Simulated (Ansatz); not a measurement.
# Ir(111) slab, 5 layers: the cell at rest

Task: relax Ir(111) slab, 5 layers tightly.

Program: Ansatz 0.2.0. Level of theory: DFT PBEsol, scalar-relativistic, plane waves, PAW; PAW set soft_1. Results are calculated unless marked as measured.

**1. The structure**

The cell holds 5 atoms: 5 Ir. Cell: a = 2.715 Å, b = 2.715 Å, c = 21.868 Å, α = 90.0°, β = 90.0°, γ = 120.0°. It derives from Ir. Vacuum lies along c.

**2. A coarse first look**

A quick single point on a coarse mesh tells whether the cell has a gap and how far it is from rest, which sets the k mesh and smearing that follow.

The program solves this slab on a cell height of its own, 41.5 Å, in place of the one typed.

The input, input.yaml:

```yaml
crystal:
  lattice:
    - [2.71529, 0.0, 0.0]
    - [-1.35765, 2.35151, 0.0]
    - [0.0, 0.0, 21.8681]
  atoms:
    - { symbol: Ir, position: [0.0, 0.0, 0.297237] }
    - { symbol: Ir, position: [0.333333, 0.666667, 0.398618] }
    - { symbol: Ir, position: [0.666667, 0.333333, 0.5] }
    - { symbol: Ir, position: [0.0, 0.0, 0.601382] }
    - { symbol: Ir, position: [0.333333, 0.666667, 0.702763] }
  periodic: [true, true, false]
kpoints:
  mp_grid: { grid: [9, 9, 1] }
hamiltonian:
  xc: pbesol
  pseudopotentials: { kind: paw, azcp: { folder: soft_1 }, xc_functional: pbe }
scf:
  occupations: { method: gaussian, width: 0.1 }
output:
  forces: true
  stress: true
  eigenvalues: true
```

Run with:

```console
ansatz run input.yaml --threads 4 --pin off --max-ram 16384MiB --backend cpu --events-out ev --progress --plain --runs-dir out
```

Numbers of over 12 decimals in the logs are rounded to 6 here.

Log:

```text
[...]
k-point 0: bands = [... 39 lower, -6.7536, -6.7536, -6.6124, -6.6124, -6.1103, -6.0371, -6.0371, -5.5179, ... 4 higher]
  k-point 1: bands = [... 39 lower, -7.3074, -7.1089, -6.9251, -6.9028, -6.5366, -6.3343, -6.0134, -5.3066, ... 4 higher]
  k-point 2: bands = [... 39 lower, -7.5409, -7.1385, -6.9681, -6.8275, -6.4111, -5.9508, -5.8719, -5.2141, ... 4 higher]
  k-point 11: bands = [... 39 lower, -6.7819, -5.5728, -5.5728, -5.1385, -5.0442, -5.0442, -0.1841, -0.1841, ... 4 higher]
[key lines of the parts left out:]
SCF converged after 10 iterations
Free energy (F): -59000.025453 eV
Fermi energy:    -5.570074 eV
P = ½ c Tr σ = -14.9767 N/m
```

Elapsed: 4.7 s, on 4 threads of Arm Neoverse V1, shared host; peak memory 0.68 GiB.

This step gave:

- gap on the k-mesh: 0 eV
- area per atom: 1.277 Å²

The coarse mesh shows no gap.

**3. Bringing the structure to rest**

Harmonic phonons are second derivatives at a point where the forces vanish, and they are wanted at zero stress, so atoms and cell are relaxed first.

The program solves this slab on a cell height of its own, 41.5 Å, in place of the one typed.

input.yaml, as its differences from that of step 2:

```diff
@@ -13,3 +13,3 @@
 kpoints:
-  mp_grid: { grid: [9, 9, 1] }
+  mp_grid: { grid: [15, 15, 1] }
 hamiltonian:
@@ -23 +23,10 @@
   eigenvalues: true
+  write_density: true
+  write_potential: true
+  elf: true
+  volumetric_format: npy
+relax:
+  adjacent_minimum: "off"
+  f_tol: 0.005
+  max_steps: 80
+  cell: { stress_2d_tol: 0.02 }
```

Log:

```text
[...]
Crystal: 5 atoms, lattice volume = 265.210 Å³
Basis set: ecut = 420 eV, 5233 PW (Γ), exchange–correlation on 40×40×576 points (8 copies of the dense FFT grid, shifted against one another)
Bands: 51, of which v1, the nominal top of the filled ones, is band 43 counted from 1 (42 counted from 0)
Symmetry: 12 space group operations
[...]
k-points: 27 of 225
[...]
SCF iter  12: F=-59000.057384 eV  HF=-59000.057384 eV  |F-HF|=1.89e-9  |Δ(HF+E_count)|=   3.02e-9  Δρ=1.43e-7  dr2=8.18e-11  ethr=4.36e-12  ⟨swp⟩=12.8  Hψ=12134  notcnv=0
SCF 1 converged in 12 iterations: F = -59000.057384 eV  dr2 = 8.18e-11
[...]
relax step   1: F+E_penalty+E_count = -59000.05738449 eV  Δ(F+E_penalty+E_count) = +0.000e0 eV  max|allowed force component| = 6.358e-1 eV/Å  Δτ_max = 0.0000 Å  P = -15.555 N/m  Ω = 265.210 Å³  fix = [c, alpha, beta]  reactions: c -0.000 N/m  (12 SCF iters, dr2 threshold 1.00e-7 eV, accepted)
Crystal: 5 atoms, lattice volume = 247.361 Å³
Basis set: ecut = 420 eV, 4933 PW (Γ), exchange–correlation on 40×40×576 points (8 copies of the dense FFT grid, shifted against one another)
[...]
SCF iter   7: F=-58999.780167 eV  HF=-58999.780166 eV  |F-HF|=2.58e-7  |Δ(HF+E_count)|=   2.64e-6  Δρ=1.08e-5  dr2=3.52e-7  ethr=5.88e-10  ⟨swp⟩=32.8  Hψ=20704  notcnv=0
SCF 2 converged in 7 iterations: F = -58999.780167 eV  dr2 = 3.52e-7
[...]
relax step   2: F+E_penalty+E_count = -58999.78016656 eV  Δ(F+E_penalty+E_count) = +2.772e-1 eV  max|allowed force component| = 1.587e0 eV/Å  Δτ_max = 0.1386 Å  P = +33.421 N/m  Ω = 247.361 Å³  energy of the carried Pulay correction = +2.227e-3 eV  fix = [c, alpha, beta]  (7 SCF iters, dr2 threshold 5.00e-7 eV, rejected (line search))
Crystal: 5 atoms, lattice volume = 259.109 Å³
Basis set: ecut = 420 eV, 5149 PW (Γ), exchange–correlation on 40×40×576 points (8 copies of the dense FFT grid, shifted against one another)
[...]
SCF iter  13: F=-59000.165900 eV  HF=-59000.165900 eV  |F-HF|=2.76e-10  |Δ(HF+E_count)|=  8.37e-10  Δρ=1.84e-8  dr2=2.02e-12  ethr=1.00e-12  ⟨swp⟩=18.7  Hψ=11650  notcnv=0
SCF 3 converged in 13 iterations: F = -59000.165900 eV  dr2 = 2.02e-12
relax step   3: F+E_penalty+E_count = -59000.16589965 eV  Δ(F+E_penalty+E_count) = -1.085e-1 eV  max|allowed force component| = 1.170e-1 eV/Å  Δτ_max = 0.0325 Å  P = -2.278 N/m  Ω = 259.109 Å³  energy of the carried Pulay correction = +7.440e-4 eV  fix = [c, alpha, beta]  reactions: c -0.000 N/m  (13 SCF iters, accepted)
[...]
relax step   4: F+E_penalty+E_count = -59000.16845268 eV  Δ(F+E_penalty+E_count) = -2.553e-3 eV  max|allowed force component| = 8.887e-3 eV/Å  Δτ_max = 0.0054 Å  P = -0.036 N/m  Ω = 258.195 Å³  energy of the carried Pulay correction = +8.570e-4 eV  fix = [c, alpha, beta]  reactions: c -0.000 N/m  (5 SCF iters, dr2 threshold 5.00e-7 eV, accepted)
[...]
relax step   5: F+E_penalty+E_count = -59000.16845978 eV  Δ(F+E_penalty+E_count) = -7.100e-6 eV  max|allowed force component| = 8.048e-4 eV/Å  Δτ_max = 0.0005 Å  P = +0.012 N/m  Ω = 258.185 Å³  energy of the carried Pulay correction = +8.582e-4 eV  fix = [c, alpha, beta]  reactions: c +0.000 N/m  (6 SCF iters, dr2 threshold 4.94e-9 eV, accepted)
[...]
relax step   6: F+E_penalty+E_count = -59000.16752069 eV  Δ(F+E_penalty+E_count) = +9.391e-4 eV  max|allowed force component| = 8.498e-4 eV/Å  Δτ_max = 0.0000 Å  P = +0.028 N/m  Ω = 258.185 Å³  fix = [c, alpha, beta]  reactions: c +0.000 N/m  stress off target by 2.80e-2 N/m on what of the cell is left free  SCF on the basis re-selected at this cell (its energy is not comparable with the rows above)  (8 SCF iters)
[...]
relax step   7: F+E_penalty+E_count = -59000.16751905 eV  Δ(F+E_penalty+E_count) = +1.632e-6 eV  max|allowed force component| = 6.702e-5 eV/Å  Δτ_max = 0.0001 Å  P = +0.000 N/m  Ω = 258.199 Å³  energy of the carried Pulay correction = -1.969e-6 eV  fix = [c, alpha, beta]  reactions: c +0.000 N/m  (4 SCF iters, dr2 threshold 5.50e-10 eV, accepted)
[...]
SCF iter   1: F=—  HF=-59000.167191 eV  |F-HF|=—  |Δ(HF+E_count)|=         —  Δρ=1.93e-6  dr2=6.75e-9  ethr=3.55e-7  ⟨swp⟩=7.6  Hψ=17981  notcnv=0
eigensolver tolerance schedule: the retry pair's looser diagonalisation over-reported the residual by 44656.73 of it (diagonalisation noise at an unbounded share of the residual, at the tolerance the schedule requests for it); recorded, not acted on — ethr = c·dr2/N_el stays at c = 1.0e-1
SCF iter   2: F=—  HF=-59000.167521 eV  |F-HF|=—  |Δ(HF+E_count)|=   3.29e-4  Δρ=2.39e-6  dr2=8.50e-9  ethr=7.94e-12  ⟨swp⟩=9.1  Hψ=8019  notcnv=0
[...]
SCF iter   9: F=-59000.167521 eV  HF=-59000.167521 eV  |F-HF|=8.73e-11  |Δ(HF+E_count)|=  7.28e-11  Δρ=1.65e-8  dr2=3.56e-13  ethr=1.00e-12  ⟨swp⟩=9.2  Hψ=8079  notcnv=0
SCF 8 converged in 9 iterations: F = -59000.167521 eV  dr2 = 3.56e-13
relax step   8: F+E_penalty+E_count = -59000.16752062 eV  Δ(F+E_penalty+E_count) = -1.563e-6 eV  max|allowed force component| = 6.971e-5 eV/Å  Δτ_max = 0.0000 Å  P = +0.000 N/m  Ω = 258.199 Å³  fix = [c, alpha, beta]  reactions: c +0.000 N/m  stress off target by 1.71e-4 N/m on what of the cell is left free  SCF on the basis re-selected at this cell (its energy is not comparable with the rows above)  (9 SCF iters)
basis re-selected at this cell: Δ(F+E_penalty+E_count) = -1.563e-6 eV, ΔP = -0.000 N/m vs the last step (what re-selecting the basis moved, of the pressure what is left beyond the Pulay correction that the steps carried, after the strain that the cell walked since its last selection, with what the two solves' SCF thresholds leave and, on support functions, any second-order correction that the steps lacked; it is no m [...]
WARN: The output density's exchange-correlation potential varies sharply where the density is thin. Do not read a vacuum level from v_tot or v_xc, or from such a field of the output density. On a cell that repeats whose density bears no net charge and no dipole along the vacuum's axis use v_es (v_loc + v_h of the components); under efield.dipole_correction with no amplitude use v_es + v_field, which holds any externa [...]
SCF converged after 9 iterations
Free energy (F): -59000.167521 eV
[...]
Internal energy: -59000.143357 eV  (E = F + TS)
E sigma→0 (E₀):  -59000.155439 eV
Entropy (-TS):   -0.024163 eV (-4.833 meV/atom)
Fermi energy:    -5.662800 eV
[...]
--- Forces (eV/Å), atoms counted from 1 ---
  atom   1  Ir     0.00000000     0.00000000    -0.00001758
  atom   2  Ir     0.00000000     0.00000000     0.00006971
  atom   3  Ir    -0.00000000     0.00000000     0.00000000
  atom   4  Ir    -0.00000000    -0.00000000    -0.00006971
  atom   5  Ir    -0.00000000    -0.00000000     0.00001758
  max |Σ_I F_I| component: 1.85e-17 eV/Å
--- 2D stress c σ (N/m, compression-positive) ---
        0.000171       0.000000       0.000000
        0.000000       0.000171       0.000000
        0.000000       0.000000       0.000000
  P = ½ c Tr σ = 0.0002 N/m
--- Band table (eV; the first three rows and the last of 27) ---
  k-point 0: bands = [... 39 lower, -6.8675, -6.8675, -6.7449, -6.7449, -6.2525, -6.1373, -6.1373, -5.6766, ... 4 higher]
  k-point 1: bands = [... 39 lower, -7.1272, -7.0742, -6.7666, -6.6992, -6.6755, -6.3846, -6.1235, -5.7726, ... 4 higher]
  k-point 2: bands = [... 39 lower, -7.6921, -7.3232, -7.2997, -7.1280, -6.6954, -6.4034, -6.0996, -5.2416, ... 4 higher]
  k-point 26: bands = [... 39 lower, -6.9159, -5.6331, -5.6331, -5.2046, -5.1074, -5.1074, -0.0451, -0.0451, ... 4 higher]
--- Relaxed structure (6 steps of the walk, 5 accepted, 2 SCFs on fresh bases) ---
  F+E_penalty+E_count = -59000.16752062 eV   max|allowed force component| = 6.971e-5 eV/Å   (the final SCF, on the basis selected at the relaxed cell)
  cell:  # Å, volume = 258.1992 Å³
    - [2.679162, 2.8483417926927047e-6, 0]
    - [-1.339583, 2.320221, 0]
    - [0, 0, 41.5361662412]
  atoms:
    - { symbol: Ir, position: [4.749680013476295e-18, -1.9058850118152597e-17, 0.157417] }
    - { symbol: Ir, position: [0.333333, 0.666667, 0.209861] }
    - { symbol: Ir, position: [0.666667, 0.333333, 0.263242] }
    - { symbol: Ir, position: [3.706211892830724e-18, -1.9058850118152594e-17, 0.316622] }
    - { symbol: Ir, position: [0.333333, 0.666667, 0.369067] }
```

Wall time 75 s (4 threads); peak memory 0.79 GiB.

Relaxation path:

```
step  energy less that of the first step (eV)  largest force component (eV/Å)  volume (Å³)
   1                                   0.0000                          0.6358       265.21
   2                                   0.2772                          1.5873       247.36
   3                                  -0.1085                          0.1170       259.11
   4                                  -0.1111                          0.0089       258.19
   5                                  -0.1111                          0.0008       258.19
  6*                                  -0.1101                          0.0008       258.19
   7                                  -0.1101                          0.0001       258.20
  8*                                  -0.1101                          0.0001       258.20
```

Relaxation steps marked * repeat the geometry before them on a plane-wave basis chosen anew for their cell, so energy and pressure can jump there. Relaxation step 2 was tried and not accepted.

The run keeps the 12 symmetry operations that it works with, so distortions that break them were not tested.

```
cell as run  before  after  change
      a (Å)   2.715  2.679  -1.3 %
      b (Å)   2.715  2.679  -1.3 %
```

The atoms that moved most (Å, along periodic axes as changes of fractional coordinates times the final cell, across vacuum about the mean position):

```
atom     dx     dy      dz  length
 Ir5  0.000  0.000  -0.038   0.038
 Ir1  0.000  0.000   0.038   0.038
```

The relaxed structure:

```xyz
5
Lattice="2.6792 0.0000 0.0000 -1.3396 2.3202 0.0000 0.0000 0.0000 41.5362" Properties=species:S:1:pos:R:3
Ir    0.0000    0.0000    6.5385
Ir    0.0000    1.5468    8.7168
Ir    1.3396    0.7734   10.9340
Ir    0.0000    0.0000   13.1513
Ir    0.0000    1.5468   15.3296
```

Numbers from this step:

```
area per atom : 1.243 Å²
```

ELF in the ac plane at fractional y = 0.667, with atoms of Ir within 0.2 Å of it. It is the smooth field of the valence electrons, not physical close to the nuclei.

Values, 24 rows by 14 columns, each cell a mean:
```
0.00 0.00 0.00 0.00 0.00 0.00 0.00 0.00 0.00 0.00 0.00 0.00 0.00 0.00
0.00 0.00 0.00 0.00 0.00 0.00 0.00 0.00 0.00 0.00 0.00 0.00 0.00 0.00
0.00 0.00 0.00 0.00 0.00 0.00 0.00 0.00 0.00 0.00 0.00 0.00 0.00 0.00
0.00 0.00 0.00 0.00 0.00 0.00 0.00 0.00 0.00 0.00 0.00 0.00 0.00 0.00
0.00 0.00 0.00 0.00 0.00 0.00 0.00 0.00 0.00 0.00 0.00 0.00 0.00 0.00
0.00 0.00 0.00 0.00 0.00 0.00 0.00 0.00 0.00 0.00 0.00 0.00 0.00 0.00
0.00 0.00 0.00 0.00 0.00 0.00 0.00 0.00 0.00 0.00 0.00 0.00 0.00 0.00
0.00 0.00 0.00 0.00 0.00 0.00 0.00 0.00 0.00 0.00 0.00 0.00 0.00 0.00
0.00 0.00 0.00 0.00 0.00 0.00 0.00 0.00 0.00 0.00 0.00 0.00 0.00 0.00
0.00 0.00 0.00 0.00 0.00 0.00 0.00 0.00 0.00 0.00 0.00 0.00 0.00 0.00
0.00 0.00 0.00 0.00 0.00 0.00 0.00 0.00 0.00 0.00 0.00 0.00 0.00 0.00
0.00 0.00 0.00 0.00 0.00 0.00 0.00 0.00 0.00 0.00 0.00 0.00 0.00 0.00
0.00 0.00 0.00 0.00 0.00 0.00 0.00 0.00 0.00 0.00 0.00 0.00 0.00 0.00
0.03 0.03 0.03 0.03 0.03 0.03 0.03 0.03 0.03 0.03 0.04 0.04 0.04 0.04
0.27 0.30 0.33 0.35 0.34 0.34 0.35 0.34 0.31 0.28 0.27 0.29 0.30 0.27
0.31 0.38 0.44 0.44 0.41 0.41 0.43 0.45 0.41 0.33 0.29 0.29 0.30 0.28
0.34 0.30 0.27 0.26 0.25 0.25 0.26 0.26 0.28 0.31 0.36 0.38 0.39 0.37
0.33 0.29 0.27 0.27 0.27 0.26 0.26 0.27 0.29 0.32 0.36 0.39 0.39 0.37
0.32 0.39 0.43 0.44 0.41 0.40 0.43 0.44 0.41 0.34 0.30 0.30 0.30 0.29
0.31 0.34 0.37 0.39 0.38 0.38 0.39 0.38 0.35 0.31 0.30 0.31 0.31 0.30
0.32 0.30 0.30 0.30 0.31 0.32 0.31 0.30 0.29 0.31 0.33 0.34 0.34 0.34
0.08 0.08 0.08 0.08 0.07 0.07 0.07 0.08 0.08 0.08 0.08 0.08 0.08 0.08
0.00 0.00 0.00 0.00 0.00 0.00 0.00 0.00 0.00 0.00 0.00 0.00 0.00 0.00
0.00 0.00 0.00 0.00 0.00 0.00 0.00 0.00 0.00 0.00 0.00 0.00 0.00 0.00
```
Columns run along a (2.7 Å), rows up along c (41.5 Å). Atoms in or near the plane, at fractional coordinates: Ir at (0.33, 0.21), Ir at (0.33, 0.37).

Valence density in the ac plane at fractional y = 0.667, with atoms of Ir within 0.2 Å of it. It is the smooth field of the valence electrons, not physical close to the nuclei.

Ten steps, logarithmic in the rise over the least value, from '_' (0.0 e/Å³) to '@' (4.4 e/Å³), each cell a mean:
```
____________________________
____________________________
____________________________
____________________________
____________________________
____________________________
____________________________
____________________________
____________________________
____________________________
____________________________
____________________________
____________________________
____________________________
==**##%%%%%%%%##**++==----==
**##%%@@@@@@@@@@%%**++++++++
**++++==========++****######
**++++========++++**########
**##%%@@@@@@@@@@%%**++++++++
****##%%%%%%%%%%##**++++++++
**++============++++****##**
____________________________
____________________________
____________________________
```
Columns run along a (2.7 Å), rows up along c (41.5 Å). Atoms in or near the plane, at fractional coordinates: Ir at (0.33, 0.21), Ir at (0.33, 0.37).

Electrostatic potential energy in the ac plane at fractional y = 0.667, with atoms of Ir within 0.2 Å of it. With pseudopotentials it is smooth inside the atoms' cores, unlike the true potential.

Ten even steps from '_' (-34 eV) to '@' (0 eV), each cell a mean:
```
@@@@@@@@@@@@@@@@@@@@@@@@@@@@
@@@@@@@@@@@@@@@@@@@@@@@@@@@@
@@@@@@@@@@@@@@@@@@@@@@@@@@@@
@@@@@@@@@@@@@@@@@@@@@@@@@@@@
@@@@@@@@@@@@@@@@@@@@@@@@@@@@
@@@@@@@@@@@@@@@@@@@@@@@@@@@@
@@@@@@@@@@@@@@@@@@@@@@@@@@@@
@@@@@@@@@@@@@@@@@@@@@@@@@@@@
@@@@@@@@@@@@@@@@@@@@@@@@@@@@
@@@@@@@@@@@@@@@@@@@@@@@@@@@@
@@@@@@@@@@@@@@@@@@@@@@@@@@@@
@@@@@@@@@@@@@@@@@@@@@@@@@@@@
@@@@@@@@@@@@@@@@@@@@@@@@@@@@
@@@@@@@@@@@@@@@@@@@@@@@@@@@@
##++----::::::--==**%%%%@@%%
++::..__________..==**####**
==++##%%%%%%%%##**++--....::
==**##%%%%%%%%##**==::....::
++::..__________..==**######
++==--::::::::----++********
++**##%%%%%%%%%%##**==------
@@@@@@@@@@@@@@@@@@@@@@@@@@@@
@@@@@@@@@@@@@@@@@@@@@@@@@@@@
@@@@@@@@@@@@@@@@@@@@@@@@@@@@
```
Columns run along a (2.7 Å; values clipped at the 3rd and 97th percentile), rows up along c (41.5 Å). Atoms in or near the plane, at fractional coordinates: Ir at (0.33, 0.21), Ir at (0.33, 0.37).

(Continued in part 2 of 2.)

[Logs are printed without paths, hosts, clocks, repeated set-up lines and the standing remarks that a program may print on its own settings, such as how far it seeks lower states.]

[Hosts, paths, dates, database ids (printed as entryN), source tags and the programs' standing remarks are cut or masked in the printed files.]
